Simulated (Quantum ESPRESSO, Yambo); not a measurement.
An input for Yambo 5.3.0 (SrCl2 (Fm-3m)):

```
HF_and_locXC
gw0
dyson
ppa
em1d
rim_cut
RandQpts= 1000000
RandGvec= 1 RL
EXXRLvcs= 56 Ry
VXCRLvcs= 224 Ry
Chimod= "HARTREE"
% BndsRnXp
 1 | 101 |
%
NGsBlkXp= 7 Ry
% LongDrXp
 1 | 1 | 1 |
%
% GbndRnge
 1 | 101 |
%
DysSolver= "n"
ExtendOut
PPAPntXp= 27.21138 eV
% QPkrange
 1 | 8 | 7 | 17 |
%
GfnQPdb= "E < ./gw5_fix/ndb.QP"
XfnQPdb= "E < ./gw5_fix/ndb.QP"
```

```sh
OMP_NUM_THREADS=1 mpirun -n 4 yambo -F gw6.in -J gw6 -C gw6 > gw6.log
```

The stored states that it reads are on a 4×4×4 mesh. It takes space group Fm-3m (No. 225, cubic). The conventional cell has a = 6.977 Å, b = 6.977 Å, c = 6.977 Å, α = 90.00°, β = 90.00°, γ = 90.00°. Nearest to Sr lie 8 Cl at 3.02 Å. Cl has 4 Sr at 3.02 Å nearest. Farther neighbours and most contacts between anions are not listed.

Q: Estimate wall time and host memory on 4 MPI ranks of Arm Neoverse V1, shared host.

It took 4.7 min; on shared hardware allow 2.4 min to 9.4 min. Peak host memory was 1.8 GiB.

The screening grows as filled bands × empty bands × pairs of k points, times the square of the screening basis for the matrix.

[Paths, hosts, dates, memory and timing lines, banners, echoed tables and standing remarks are left out of the program output.]

[Logs are printed without paths, hosts, clocks, repeated set-up lines and the standing remarks that a program may print on its own settings, such as how far it seeks lower states.]

[Runs of the session that timed out or met a known fault of the program may be left out.]

[Hosts, paths, dates, database ids (printed as entryN), source tags and the programs' standing remarks are cut or masked in the printed files.]
